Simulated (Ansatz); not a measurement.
# SnH5CN2Cl3 (CH(NH2)2SnCl3): band gap by G0W0 on PBE, part 2 of 3

How far does one-shot GW move the PBE gap of SnH5CN2Cl3 (CH(NH2)2SnCl3)?

Ansatz 0.2.0; PBE, then G0W0 on it, plane waves, PAW. Known limits of the many-body steps: finite bands, screening cutoff and k mesh; no spin-orbit coupling in G0W0.

So far. Step 2 (Relaxation): The program's warnings for this run: band table not solved further.

The structure was built from a prototype and need not be the compound's stable phase.

**3. The PBE band structure**

Levels along a band path and on the mesh show where this functional puts the band edges.

This step: DFT, PBE, plane waves, PAW; PAW set soft_1.

input.yaml

```yaml
crystal:
  lattice:
    - [5.7495448321, 0.0614553157, 0.5447128158]
    - [0.0614553157, 5.9088202652, -0.0666377089]
    - [0.5447128158, -0.0666377089, 5.7481586069]
  atoms:
    - { symbol: C, position: [-0.0189059328, 0.9436820466, 0.0178882993] }
    - { symbol: H, position: [-0.0737775816, 0.7742508549, 0.0712310994] }
    - { symbol: "N", position: [0.8814618376, 0.0396557453, 0.8574399153] }
    - { symbol: "N", position: [0.1418197887, 0.0378510038, 0.1189453882] }
    - { symbol: H, position: [0.7615626863, 0.9546566502, -0.2185394962] }
    - { symbol: H, position: [0.2164826987, 0.9514571223, 0.2385203937] }
    - { symbol: H, position: [0.9296576348, 0.1951346974, 0.7904406074] }
    - { symbol: H, position: [0.2101028628, 0.1931330491, 1.0718434576] }
    - { symbol: Sn, position: [0.4856819093, 0.4914066488, 0.5142706067] }
    - { symbol: Cl, position: [0.4386582902, 0.5018149019, -0.0293362885] }
    - { symbol: Cl, position: [0.496771532, -0.070419092, 0.5038700487] }
    - { symbol: Cl, position: [0.0293323699, 0.5028959437, 0.5604372443] }
kpoints:
  mp_grid: { grid: [4, 4, 4] }
  band_path:
    path:
      - [[0.0, 0.0, 0.0], [0.5, 0.0, 0.0], [0.5, 0.5, 0.0], [0.0, 0.0, 0.0], [0.5, 0.5, 0.5], [0.5, 0.0, 0.0]]
      - [[0.5, 0.5, 0.0], [0.5, 0.5, 0.5]]
    npoints: 10
hamiltonian:
  xc: pbe
  pseudopotentials: { kind: paw, azcp: { folder: soft_1 } }
scf:
  occupations: { method: fermi_dirac, width: 0.02 }
  n_extra_bands: 8
output:
  eigenvalues: true
  forces: true
  stress: true
  write_density: true
  write_potential: true
  elf: true
  volumetric_format: npy
```

On the command line:

```sh
> ansatz run input.yaml --threads 2 --pin off --max-ram 92160MiB --backend cuda --events-out ev --progress --plain --runs-dir out --devices 1 --max-vram 13GiB
```

Numbers of over 12 decimals in the logs are rounded to 6 here.

The program printed:

```text
[...]
GPUs: using 1 of 1 available (devices: 1).
[...]
GPU FFT provider: cuFFT
GPU libraries: cuBLAS 13.8.2, cuFFT 12.4.0, cuSOLVER 12.3.4
Crystal: 12 atoms, lattice volume = 193.477 Å³
Basis set: ecut = 420 eV, 3783 PW (Γ), exchange–correlation on 80×80×80 points (8 copies of the dense FFT grid, shifted against one another)
Bands: 35, of which v1, the nominal top of the filled ones, is band 27 counted from 1 (26 counted from 0)
Symmetry: 1 space group operations
[...]
k-points: 36 of 64 (time reversal used)
[...]
GPU buffer pool allocated for 64000 grid points (all kernels)
[...]
SCF iter   1: F=—  HF=-10370.795600 eV  |F-HF|=—  |Δ(HF+E_count)|=         —  Δρ=7.29e-2  dr2=9.20e0  ethr=3.10e-3  ⟨swp⟩=8.6  Hψ=6509  notcnv=0
[...]
SCF iter   9: F=-10367.849829 eV  HF=-10367.849829 eV  |F-HF|=2.99e-8  |Δ(HF+E_count)|=   8.71e-7  Δρ=5.07e-6  dr2=5.19e-8  ethr=1.85e-10  ⟨swp⟩=21.1  Hψ=12930  notcnv=0
SCF 1 converged in 9 iterations: F = -10367.849829 eV  dr2 = 5.19e-8
[...]
NSCF: frozen V_eff on 62 k-points
SCF converged after 9 iterations
Free energy (F): -10367.849829 eV
[...]
Internal energy: -10367.849829 eV  (E = F + TS)
E sigma→0 (E₀):  -10367.849829 eV
Fermi energy:    3.422109 eV
[...]
--- Forces (eV/Å), atoms counted from 1 ---
  atom   1  C      0.00139930     0.00315579     0.00415332
  atom   2  H      0.00446112     0.01402558    -0.00349141
  atom   3  N     -0.01064523     0.00194846    -0.00107013
  atom   4  N     -0.01043565     0.00000254     0.00004939
  atom   5  H      0.00943327    -0.00012613     0.01015923
  atom   6  H     -0.00378920     0.00103772    -0.00495590
  atom   7  H      0.00097552    -0.00498126     0.00456911
  atom   8  H     -0.00200178    -0.00417274     0.00202394
  atom   9  Sn     0.01824503     0.00122295    -0.01959337
  atom  10  Cl     0.01688283    -0.00797558     0.02968030
  atom  11  Cl     0.00393576     0.00404175    -0.00536047
  atom  12  Cl    -0.02841170    -0.00820909    -0.01616738
  max |Σ_I F_I| component: 4.93e-5 eV/Å
--- Stress (GPa, compression-positive) ---
        0.849592      -0.017278      -0.083442
       -0.017279       0.919816       0.018579
       -0.083441       0.018581       0.853757
  P = ⅓ Tr σ = 0.8744 GPa (8.744 kbar)
--- Band table (eV; the first three rows and the last of 36) ---
  k-point 0: bands = [... 23 lower, 0.0997, 0.1720, 0.2095, 0.6221, 5.6210, 6.7099, 7.4040, 7.7683, ... 4 higher]
  k-point 1: bands = [... 23 lower, 0.0698, 0.1876, 0.2942, 0.7522, 5.6132, 6.3285, 7.1634, 7.4682, ... 4 higher]
  k-point 2: bands = [... 23 lower, 0.0936, 0.2116, 0.3781, 1.0846, 5.3501, 5.6007, 7.1383, 7.5067, ... 4 higher]
  k-point 35: bands = [... 23 lower, 0.3018, 0.4067, 0.4948, 2.2381, 4.6062, 4.8349, 5.1765, 5.5979, ... 4 higher]
```

Wall time 10 s (1 × NVIDIA H100 80GB HBM3 (shared by 6 runs) with 2 threads of AMD EPYC 7R13 (Zen 3), shared host); peak memory 1 GiB.

Numbers from this step:

```
pressure             : 0.8744 GPa
filled bands         : 27
gap                  : 2.368 eV
valence top at       : R
conduction bottom at : R
least direct gap     : 2.368 eV
```

Over mesh and path the gap is 2.368 eV, direct, at k = (0.500, 0.500, 0.500).

The electronic bands at the labelled points (eV, zero at the top of the highest nominally filled band):

```
    point  band 24  band 25  band 26  band 27  band 28  band 29  band 30  band 31
        Γ    -2.14    -2.07    -2.03    -1.62     3.38     4.47     5.17     5.53
  halfway    -2.17    -2.05    -1.94    -1.49     3.38     4.09     4.92     5.24
        X    -2.15    -2.03    -1.86    -1.15     3.11     3.37     4.91     5.27
  halfway    -2.15    -1.94    -1.84    -0.90     2.94     3.38     3.95     4.92
        M    -2.17    -1.93    -1.77    -0.44     2.75     2.86     3.40     4.80
  halfway    -2.19    -1.97    -1.89    -1.26     3.39     3.90     4.13     4.98
        Γ    -2.14    -2.07    -2.03    -1.62     3.38     4.47     5.17     5.53
  halfway    -2.03    -1.94    -1.85    -0.98     3.34     3.46     3.87     4.58
        R    -1.94    -1.83    -1.74     0.00     2.37     2.60     2.94     3.36
  halfway    -2.02    -1.91    -1.71    -0.73     2.80     3.33     3.72     4.18
        X    -2.15    -2.03    -1.86    -1.15     3.11     3.37     4.91     5.27
jump to M    -2.17    -1.93    -1.77    -0.44     2.75     2.86     3.40     4.80
  halfway    -2.00    -1.85    -1.79    -0.28     2.56     2.70     3.34     4.00
        R    -1.94    -1.83    -1.74     0.00     2.37     2.60     2.94     3.36
```

Electrostatic potential energy in the ac plane at fractional y = 0.930, with atoms of C and H and Cl within 0.2 Å of it. With pseudopotentials it is smooth inside the atoms' cores, unlike the true potential.

Ten even steps from '_' (-38 eV) to '@' (8 eV), each cell a mean:
```
__--%%@@@@@@@@@@@@@@@@@@%%##++..
**##@@@@@@@@@@@@@@@@@@%%##**==**
%%@@@@@@@@@@@@@@@@@@@@++--++++##
@@@@@@@@@@@@@@@@@@@@@@**::++%%%%
@@@@@@@@@@@@@@%%%%@@@@%%%%%%@@@@
@@@@@@@@@@%%++::::**%%@@@@@@@@@@
@@@@@@@@@@##::____..**@@@@@@@@@@
@@@@@@@@@@%%::______++@@@@@@@@@@
@@@@@@@@@@@@**::__::**@@@@@@@@@@
@@@@%%%%%%@@@@##**##@@@@@@@@@@@@
@@@@##--**@@@@@@@@@@@@@@@@@@@@@@
%%%%**::==%%@@@@@@@@@@@@@@@@@@@@
****++**##@@@@@@@@@@@@@@@@%%##**
..==++**%%@@@@@@@@@@@@@@@@%%--__
__::##%%@@@@@@@@@@@@@@@@@@##::__
```
Columns run along a (5.8 Å; values clipped at the 3rd and 97th percentile), rows up along c (5.8 Å). Atoms in or near the plane, at fractional coordinates: C at (0.98, 0.02), H at (0.76, 0.78), H at (0.22, 0.24), Cl at (0.50, 0.50).

Valence density in the ac plane at fractional y = 0.930, with atoms of C and H and Cl within 0.2 Å of it. It is the smooth field of the valence electrons, not physical close to the nuclei.

Ten even steps from '_' (0.0 e/Å³) to '@' (1.7 e/Å³), each cell a mean:
```
##==::..________________..--##@@
==::..________________..--++####
::..__________________::####**++
..____________________..++==--::
__________..::--::..____......__
__________::**%%%%++::__________
__________--%%%%##@@==..________
__________--%%##++@@**..________
__________..++%%@@@@==..________
____________..--++==::__________
__..::==::______....____________
..::++%%==____________________..
==++####--________________..::--
@@%%##++::________________::++%%
@@%%++--..________________::##@@
```
Columns run along a (5.8 Å), rows up along c (5.8 Å). Atoms in or near the plane, at fractional coordinates: C at (0.98, 0.02), H at (0.76, 0.78), H at (0.22, 0.24), Cl at (0.50, 0.50).

**4. One-shot GW**

G0W0 replaces the xc potential by a self-energy built once from the orbitals of the start. Levels are corrected in the window of bands that the input names, at points of the mesh.

This step: G0W0 on PBE, plane waves, PAW; PAW set soft_1.

Edit input.yaml of step 3 so:

```diff
@@ -20,7 +20,2 @@
   mp_grid: { grid: [4, 4, 4] }
-  band_path:
-    path:
-      - [[0.0, 0.0, 0.0], [0.5, 0.0, 0.0], [0.5, 0.5, 0.0], [0.0, 0.0, 0.0], [0.5, 0.5, 0.5], [0.5, 0.0, 0.0]]
-      - [[0.5, 0.5, 0.0], [0.5, 0.5, 0.5]]
-    npoints: 10
 hamiltonian:
@@ -29,11 +24,8 @@
 scf:
-  occupations: { method: fermi_dirac, width: 0.02 }
-  n_extra_bands: 8
-output:
-  eigenvalues: true
-  forces: true
-  stress: true
-  write_density: true
-  write_potential: true
-  elf: true
-  volumetric_format: npy
+  occupations: { method: fixed }
+gw:
+  n_empty_bands: 651
+  ecut_chi: 130.0
+  qp_bands: [v4, c4]
+  qp_kpoints: band_edges
+  screening: { model: contour_deformation }
```

The program printed:

```text
GPUs: using 1 of 1 available (devices: 1).
[...]
GPU FFT provider: cuFFT
GPU libraries: cuBLAS 13.8.2, cuFFT 12.4.0, cuSOLVER 12.3.4
Crystal: 12 atoms, lattice volume = 193.477 Å³
Basis set: ecut = 420 eV, 3783 PW (Γ)
Bands: 39, of which v1, the nominal top of the filled ones, is band 27 counted from 1 (26 counted from 0)
Symmetry: 1 space group operations
[...]
k-points: 36 of 64 (time reversal used)
[...]
GPU buffer pool allocated for 64000 grid points (all kernels)
[...]
SCF iter   1: F=—  HF=-10370.796062 eV  |F-HF|=—  |Δ(HF+E_count)|=         —  Δρ=7.29e-2  dr2=9.20e0  ethr=3.10e-3  ⟨swp⟩=5.0  Hψ=5264  notcnv=0  defer=343
[...]
SCF iter  10: F=-10367.849918 eV  HF=-10367.849918 eV  |F-HF|=1.02e-8  |Δ(HF+E_count)|=   6.17e-9  Δρ=3.91e-6  dr2=2.94e-8  ethr=1.85e-10  ⟨swp⟩=3.4  Hψ=2957  notcnv=0
SCF 1 converged in 10 iterations: F = -10367.849918 eV  dr2 = 2.94e-8
[...]
the band table was solved once the SCF had ended and its energy, with any forces and stress, was formed, with the checks that follow a solve (6195 applications of the Hamiltonian). They found nothing against the state; the energy, forces and stress were not computed again (output.eigenvalues in the input reference)
[...]
G₀W₀ screening: q 1/36
[... further progress lines ...]
SCF converged after 10 iterations
Free energy (F): -10367.849918 eV
[...]
Internal energy: -10367.849918 eV  (E = F + TS)
E sigma→0 (E₀):  -10367.849918 eV
Fermi energy:    2.238069 eV
[...]
--- Band table (eV; the first three rows and the last of 36) ---
  k-point 0: bands = [... 23 lower, 0.0997, 0.1720, 0.2095, 0.6221, 5.6210, 6.7098, 7.4040, 7.7683, ... 8 higher]
  k-point 1: bands = [... 23 lower, 0.0698, 0.1876, 0.2942, 0.7522, 5.6132, 6.3285, 7.1633, 7.4681, ... 8 higher]
  k-point 2: bands = [... 23 lower, 0.0936, 0.2116, 0.3781, 1.0846, 5.3501, 5.6007, 7.1382, 7.5067, ... 8 higher]
  k-point 35: bands = [... 23 lower, 0.3018, 0.4067, 0.4948, 2.2381, 4.6061, 4.8349, 5.1764, 5.5979, ... 8 higher]
--- G₀W₀: contour deformation, 6 samples at zero and on the imaginary axis and 2 off it, 64 q-points, 651 empty bands' worth ---
  eigenvalues of the whole cell's RPA ε∞ on this k-mesh (on a slab, of 1 + 4πα/V) = 3.0557, 3.5417, 3.8216; static W/v taken at q = 0 is 0.288735
  gw.qp_kpoints: band_edges: 36 of 36 stored k-points solved, in 3 passes; an edge of the gap read off the rows below is read off those points alone
    ik  band        ε_KS         Σx   Σc(E_QP)       V_xc       Z   E_QP_lin       E_QP  E_QP is
     0    24      0.0997   -20.5840     3.0528   -16.1971  0.7415    -1.2846    -1.2344  root
     0    25      0.1720   -20.5648     3.1132   -16.0798  0.7414    -1.2530    -1.1999  root
     0    26      0.2095   -20.5905     3.0972   -16.1319  0.7424    -1.2040    -1.1520  root
     0    27      0.6221   -20.1537     2.6628   -16.2344  0.7454    -0.6775    -0.6343  root
     0    28      5.6210    -8.8692    -4.0434   -14.5035  0.7871     7.2610     7.2119  root
     0    29      6.7098    -5.0794    -3.5696    -9.2556  0.8182     7.3225     7.3164  root
     0    30      7.4040    -7.7810    -4.0655   -12.4925  0.7637     8.0626     8.0498  root
     0    31      7.7683    -9.1116    -4.3610   -14.1909  0.7453     8.5075     8.4865  root
     1    24      0.0698   -20.5382     3.0669   -16.1230  0.7425    -1.3292    -1.2785  root
     1    25      0.1876   -20.5796     3.0639   -16.1670  0.7425    -1.2119    -1.1612  root
     1    26      0.2942   -20.7705     2.9910   -16.4252  0.7493    -1.1069    -1.0602  root
     1    27      0.7522   -19.6497     2.3158   -16.1384  0.7506    -0.4801    -0.4433  root
     1    28      5.6132    -8.9533    -4.0431   -14.5892  0.7867     7.2552     7.2060  root
     1    29      6.3285    -8.1674    -3.7241   -12.4998  0.7832     6.9448     6.9367  root
     1    30      7.1633    -6.1885    -3.7960   -10.6393  0.7965     7.8269     7.8182  root
     1    31      7.4681    -8.0595    -4.1334   -12.8680  0.7628     8.1582     8.1432  root
     2    24      0.0936   -20.5827     3.0643   -16.1683  0.7430    -1.3068    -1.2565  root
     2    25      0.2116   -20.5205     3.0708   -16.1047  0.7415    -1.1846    -1.1333  root
     2    26      0.3781   -20.9269     2.9233   -16.6672  0.7531    -1.0010    -0.9583  root
     2    27      1.0846   -18.9900     1.6864   -16.2290  0.7605    -0.0153     0.0100  root
     2    28      5.3501    -8.4276    -3.5364   -12.5487  0.7919     5.9406     5.9348  root
     2    29      5.6007    -8.9979    -4.0327   -14.6168  0.7866     7.2356     7.1869  root
     2    30      7.1382    -7.5751    -3.9785   -12.1909  0.7703     7.7857     7.7754  root
     2    31      7.5067    -8.5426    -4.1774   -13.4142  0.7600     8.2172     8.2008  root
     3    24      0.0507   -20.3709     3.0372   -15.9914  0.7407    -1.3433    -1.2915  root
     3    25      0.2125   -20.6177     3.0496   -16.2216  0.7428    -1.1840    -1.1339  root
     3    26      0.4664   -21.0469     2.9419   -16.7746  0.7522    -0.9064    -0.8639  root
     3    27      0.7849   -19.6103     2.2980   -16.1182  0.7506    -0.4459    -0.4091  root
     3    28      5.6828    -9.0705    -4.0799   -14.7682  0.7853     7.3524     7.3005  root
     3    29      6.4387    -8.6555    -3.8402   -13.1305  0.7762     7.0834     7.0735  root
     3    30      6.8330    -5.6618    -3.6341    -9.8940  0.8035     7.4382     7.4311  root
     3    31      7.4198    -7.1499    -4.0073   -11.8786  0.7808     8.1551     8.1411  root
     4    24      0.1022   -20.3984     2.9996   -16.0745  0.7423    -1.2711    -1.2221  root
     4    25      0.2285   -20.5852     3.0633   -16.1625  0.7428    -1.1820    -1.1309  root
     4    26      0.4831   -21.0595     2.8953   -16.8445  0.7539    -0.8774    -0.8366  root
     4    27      0.9524   -19.0391     1.9412   -15.9617  0.7563    -0.2146    -0.1837  root
     4    28      5.6705    -9.1489    -4.0771   -14.8511  0.7850     7.3479     7.2956  root
     4    29      6.1365    -8.2266    -3.7114   -12.5368  0.7821     6.7429     6.7352  root
     4    30      6.3355    -8.4410    -3.7639   -12.8153  0.7809     6.9541     6.9458  root
     4    31      7.3002    -6.7062    -3.8833   -11.2264  0.7852     7.9464     7.9371  root
[...]
34    28      4.8008    -7.6316    -3.4006   -11.5592  0.7986     5.3321     5.3278  root
    34    29      4.9428    -7.9247    -3.4369   -11.8996  0.7993     5.4852     5.4808  root
    34    30      5.5786    -8.9241    -4.0145   -14.4740  0.7871     7.1592     7.1140  root
    34    31      6.2355    -8.7402    -3.7974   -13.2306  0.7817     6.9389     6.9284  root
    35    24      0.3018   -20.7381     3.0182   -16.3752  0.7453    -1.0908    -1.0429  root
    35    25      0.4067   -20.8168     3.0587   -16.3962  0.7440    -1.0048    -0.9551  root
    35    26      0.4948   -20.7548     2.9901   -16.4358  0.7444    -0.8810    -0.8340  root
    35    27      2.2381   -17.4425     0.7881   -15.6927  0.7783     1.2623     1.2764  root
    35    28      4.6061    -7.3295    -3.3665   -11.2116  0.8013     5.1257     5.1218  root
    35    29      4.8349    -7.9998    -3.4095   -11.9275  0.7981     5.3570     5.3530  root
    35    30      5.1764    -8.6394    -3.5322   -12.8104  0.7985     5.8216     5.8152  root
    35    31      5.5979    -8.9208    -4.0284   -14.4850  0.7869     7.1792     7.1337  root
```

Wall time 4.8 min (1 × NVIDIA H100 80GB HBM3 (shared by 6 runs) with 2 threads); peak memory 5.1 GiB; 8.7 min of CPU time.

This step gave:

* bands summed: 678
* RPA ε∞ on this mesh (eigenvalues): 3.056, 3.542, 3.822
* plane waves in the screening matrix: 653
* q-points in the mesh: 64
* G0W0 gap over the corrected points: 3.845 eV
* k of the valence top: -0.5, -0.5, -0.5
* k of the conduction bottom: -0.5, -0.5, -0.5
* starting gap on the mesh: 2.368 eV
* Z at the valence top: 0.7783
* Z at the conduction bottom: 0.8013
* least direct G0W0 gap over the corrected points: 3.845 eV

Over all 36 irreducible mesh points the G0W0 gap is 3.845 eV, direct, at k = (-0.500, -0.500, -0.500). The PBE gap of this run on the mesh is 2.368 eV. The two states that bound the G0W0 gap lie that far apart at the start, so the correction of the gap is 3.845 − 2.368 = +1.477 eV.

Labels follow the order of the start: v1 is the top filled band, c1 the lowest empty one; levels that stay degenerate share a row, the window can cut a multiplet, doubted levels are not marked in this list, bands outside the window were not corrected, and the list may be a part of the corrected levels. The levels before and after the correction (eV, zero at the valence-band top of each column):

```
           conduction bottom  valence top
Kohn-Sham               2.37         0.00
     G0W0               3.85         0.00
```

```
                         level  occupation  energy (eV)
Kohn-Sham  (-0.5 -0.5 -0.5) v4           2       -1.936
Kohn-Sham  (-0.5 -0.5 -0.5) v3           2       -1.831
Kohn-Sham  (-0.5 -0.5 -0.5) v2           2       -1.743
Kohn-Sham  (-0.5 -0.5 -0.5) v1           2        0.000
Kohn-Sham  (-0.5 -0.5 -0.5) c1           0        2.368
Kohn-Sham  (-0.5 -0.5 -0.5) c2           0        2.597
Kohn-Sham  (-0.5 -0.5 -0.5) c3           0        2.938
Kohn-Sham  (-0.5 -0.5 -0.5) c4           0        3.360
     G0W0  (-0.5 -0.5 -0.5) v4           2       -2.319
     G0W0  (-0.5 -0.5 -0.5) v3           2       -2.232
     G0W0  (-0.5 -0.5 -0.5) v2           2       -2.110
     G0W0  (-0.5 -0.5 -0.5) v1           2        0.000
     G0W0  (-0.5 -0.5 -0.5) c1           0        3.845
     G0W0  (-0.5 -0.5 -0.5) c2           0        4.077
     G0W0  (-0.5 -0.5 -0.5) c3           0        4.539
     G0W0  (-0.5 -0.5 -0.5) c4           0        5.857
```

The parts of the quasiparticle energy for the two states that bound the G0W0 gap, in eV on the run's own scale (QP = start + Σx + Σc − Vxc, with Σc at the quasiparticle energy):

```
             edge                         k  band  start       Σx      Σc      Vxc      Z     QP
      valence top  (-0.500, -0.500, -0.500)    27  2.238  −17.442   0.788  −15.693  0.778  1.276
conduction bottom  (-0.500, -0.500, -0.500)    28  4.606   −7.330  −3.366  −11.212  0.801  5.122
```

(Part 2 of 3 ends here.)

[Paths, hosts, dates, memory and timing lines, banners, echoed tables and standing remarks are left out of the program output.]

[Logs are printed without paths, hosts, clocks, repeated set-up lines and the standing remarks that a program may print on its own settings, such as how far it seeks lower states.]

[Runs of the session that timed out or met a known fault of the program may be left out.]

[Cells called generated may have been cut or substituted from an entry of the Crystallography Open Database or the Materials Project.]

[Hosts, paths, dates, database ids (printed as entryN), source tags and the programs' standing remarks are cut or masked in the printed files.]

[Where an RPA ε∞ is given, it is that of the G0W0 mesh and is not shown converged in it. Names of k-points follow the symmetry that the program found, which can be lower than the space group named. Band edges on a path are those of the sampled points; other points can move an edge, and change direct to indirect where valleys lie close.]

[Hybrid gaps are those of their k-mesh and are not shown converged in it.]
